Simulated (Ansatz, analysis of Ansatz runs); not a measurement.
# Reproducing a measured hyperfine coupling: NV- centre in diamond, part 2 of 2

How near does this set-up come to the measured hyperfine coupling? Subject: NV- centre in diamond. Set-up: r2SCAN, 64-site cell, r2SCAN lattice, 500 eV, k: the single point 1/4 1/4 1/4 then 2x2x2 shifted 0.5 0.5 0.5. The model is a cell of 64 host atoms with 1 site emptied and N put on another atom's site. The isotropic coupling follows from the spin density at the nucleus, the nuclear g-factor and the total spin. A meta-GGA costs about twice a GGA and mends lattice constants and part of the gap.

Ansatz 0.2.0; r2SCAN, 64-site cell, r2SCAN lattice, 500 eV, k: the single point 1/4 1/4 1/4 then 2x2x2 shifted 0.5 0.5 0.5.

So far: The structure; Relaxation, charge −1.

## Step 3: Contact spin densities

The relaxed structure is kept, and the final numbers are taken at the final level and k-points.

This step: plane-wave PAW DFT, r2SCAN; single point of a defect supercell.

point/input.yaml reads:

```yaml
crystal:
  lattice:
    - [7.12053982, 0.0, 0.0]
    - [0.0, 7.12053982, 0.0]
    - [0.0, 0.0, 7.12053982]
  atoms:
    - { symbol: C, position: [-0.001267291, -0.001500053, 0.249730343] }
    - { symbol: C, position: [-0.001255826, 0.24938965, -0.001157722] }
    - { symbol: C, position: [0.249623811, -0.001498781, -0.001154607] }
    - { symbol: "N", position: [0.239235866, 0.239000102, 0.239410601] }
    - { symbol: C, position: [0.125709461, 0.125466967, 0.369295587] }
    - { symbol: C, position: [0.125724771, 0.368948067, 0.125819696] }
    - { symbol: C, position: [0.369168967, 0.125498042, 0.125824012] }
    - { symbol: C, position: [0.000148377, -9.2107e-05, 0.749235905] }
    - { symbol: C, position: [0.002088138, 0.250965839, 0.497925944] }
    - { symbol: C, position: [0.251207545, 0.001849137, 0.497928336] }
    - { symbol: C, position: [0.250447935, 0.250212625, 0.748928367] }
    - { symbol: C, position: [0.125134254, 0.12489088, 0.874114702] }
    - { symbol: C, position: [0.12780434, 0.376210481, 0.623331075] }
    - { symbol: C, position: [0.376453019, 0.127556075, 0.623338141] }
    - { symbol: C, position: [0.37529684, 0.375068933, 0.875380095] }
    - { symbol: C, position: [0.002082124, 0.497591334, 0.25130636] }
    - { symbol: C, position: [0.000150221, 0.748887395, 0.000247825] }
    - { symbol: C, position: [0.251206706, 0.497590213, 0.002185847] }
    - { symbol: C, position: [0.250451138, 0.748599938, 0.250552056] }
    - { symbol: C, position: [0.127804522, 0.622992145, 0.376546601] }
    - { symbol: C, position: [0.125127703, 0.873773418, 0.125228099] }
    - { symbol: C, position: [0.376449751, 0.622994192, 0.127904716] }
    - { symbol: C, position: [0.375305822, 0.875042083, 0.37540379] }
    - { symbol: C, position: [-0.00033233, 0.499145272, 0.750706405] }
    - { symbol: C, position: [-0.000335005, 0.750364336, 0.499485248] }
    - { symbol: C, position: [0.244623258, 0.508364463, 0.508702351] }
    - { symbol: C, position: [0.251043915, 0.750726899, 0.751065077] }
    - { symbol: C, position: [0.125537909, 0.623881182, 0.876192772] }
    - { symbol: C, position: [0.125541397, 0.875853341, 0.62421761] }
    - { symbol: C, position: [0.374353269, 0.624580628, 0.624917754] }
    - { symbol: C, position: [0.374809228, 0.875109347, 0.875445846] }
[... 24 lines left out ...]
    - { symbol: C, position: [0.499934345, 0.499697351, 0.749803282] }
    - { symbol: C, position: [0.499940884, 0.749459458, 0.500039007] }
    - { symbol: C, position: [0.74970679, 0.499696667, 0.500033627] }
    - { symbol: C, position: [0.749814117, 0.749581613, 0.749921305] }
    - { symbol: C, position: [0.625016133, 0.624778763, 0.87535715] }
    - { symbol: C, position: [0.625013612, 0.875017997, 0.625119262] }
    - { symbol: C, position: [0.875258648, 0.624777784, 0.625119021] }
    - { symbol: C, position: [0.874984088, 0.874755593, 0.875095515] }
total_charge: -1
basis:
  ecutwfc: 500
  xc_grid: 2
hamiltonian:
  xc: r2scan
kpoints:
  mp_grid: { grid: [2, 2, 2], shift: [0.5, 0.5, 0.5] }
magnetization:
  spin_polarized: true
  initial_magnetization: 2
  spin_locking: { lock_magnetization: hard }
scf:
  occupations: { method: fermi_dirac, width: 0.01 }
  max_iter: 120
output:
  forces: true
  efg: {}
  eigenvalues: true
checkpoint:
  read: "../relax.run"
```

Command:

```console
ansatz run input.yaml --threads 2 --pin off --max-ram 3768MiB --backend cpu --events-out ev --progress --plain --runs-dir out
```

Numbers of over 12 decimals in the logs are rounded to 6 here.

Output:

```text
[...]
Warning: the atoms were moved onto the symmetric positions of the space group found under crystal.symmetry.tolerance 1.0e-5 (fractional; [...]
[...]
Warning: checkpoint.read: the run can stay near the saved state's solution: 55 site(s) moved relative to the saved geometry (max |Δs| = 7.647e-6 fractional); [...]
[...]
Crystal: 63 atoms, lattice volume = 361.026 Å³
Basis set: ecut = 500 eV, 9093 PW (Γ), exchange–correlation on 108×108×108 points (8 copies of the dense FFT grid, shifted against one another)
Bands: 191, of which v1, the nominal top of the filled ones, is band 127 counted from 1 (126 counted from 0)
Symmetry: 2 space group operations
[...]
k-points: 3 of 8 (time reversal used)
[...]
Starting moments: Σ|m| = 2 μB on 63 of 63 sites; this step starts from the density that it was given
[...]
atom  16  C  V_zz =    +0.305136   η = 0.9693   by run symmetry: allowed
[...]
atom  18  C  V_zz =    +0.305723   η = 0.9678   by run symmetry: allowed
[...]
atom  26  C  V_zz =    -2.341169   η = 0.0694   by run symmetry: allowed
[...]
atom  33  C  V_zz =    +0.305723   η = 0.9678   by run symmetry: allowed
[...]
atom  41  C  V_zz =    -2.341169   η = 0.0694   by run symmetry: allowed
[...]
atom  48  C  V_zz =    -2.341927   η = 0.0692   by run symmetry: allowed
[...]
--- Band table (eV; the first three rows and the last of 6) ---
[...]
[... further k-points left out ...]
[key lines of the parts left out:]
SCF converged after 9 iterations
Magnetization: 2.0000 μB (128.0000 up, 126.0000 down)
Free energy (F): -15960.641103 eV
Fermi energy:    15.239496 (↑ 16.347376, ↓ 15.085035) eV
```

It took 94 s on 2 threads of Arm Neoverse V1, shared host; peak memory 1.5 GiB.

Read from the output:

* free energy: -15960.6411 eV
* total moment: 2 μB
* integral of the absolute spin density: 2.375 μB
* spin contamination: 0.01637

The largest moments in the atoms' spheres: C26 0.27, C41 0.27, C48 0.27, C42 0.02, C25 0.02, C40 0.02 μB.

Isotropic hyperfine couplings from the contact spin densities (Fermi contact term with core polarisation, no dipolar part), the largest:

| atom | isotope | distance from the centre (Å) | contact spin density (e/Å³) | A (MHz) |
| --- | --- | --- | --- | --- |
| C26 | 13C | 1.63 | 1.75 | 145.8 |
| C41 | 13C | 1.64 | 1.75 | 145.8 |
| C48 | 13C | 1.63 | 1.75 | 145.8 |
| C25 | 13C | 3.88 | 0.207 | 17.3 |
| C42 | 13C | 3.88 | 0.207 | 17.3 |
| C24 | 13C | 3.88 | 0.207 | 17.3 |
| C40 | 13C | 3.88 | 0.207 | 17.3 |
| C49 | 13C | 3.88 | 0.207 | 17.3 |
| C50 | 13C | 3.88 | 0.207 | 17.3 |
| C27 | 13C | 3.89 | 0.172 | 14.3 |

## Step 4: Summary of results

| Item | Value |
| --- | --- |
| 14N, isotropic | -2.3 MHz |
| integral of the absolute spin density | 2.38 μB |
| time of the whole chain | 4.4 min on 2 threads |

14N, isotropic: computed -2.3 MHz, measured -2.51 MHz; 0.3 MHz (10 %) smaller in size than the measurement. Only the isotropic (Fermi contact) part is computed, with core polarisation; no vibrational averaging. Limits: the periodic copies of the defect are only 7.1 Å apart.

[Logs are printed without paths, hosts, clocks, repeated set-up lines and the standing remarks that a program may print on its own settings, such as how far it seeks lower states.]

[Hosts, paths, dates, database ids (printed as entryN), source tags and the programs' standing remarks are cut or masked in the printed files.]

[For some hosts the program warned that the k-mesh of the response run may be too coarse for force constants and the static dielectric constant; such warnings are not shown here.]
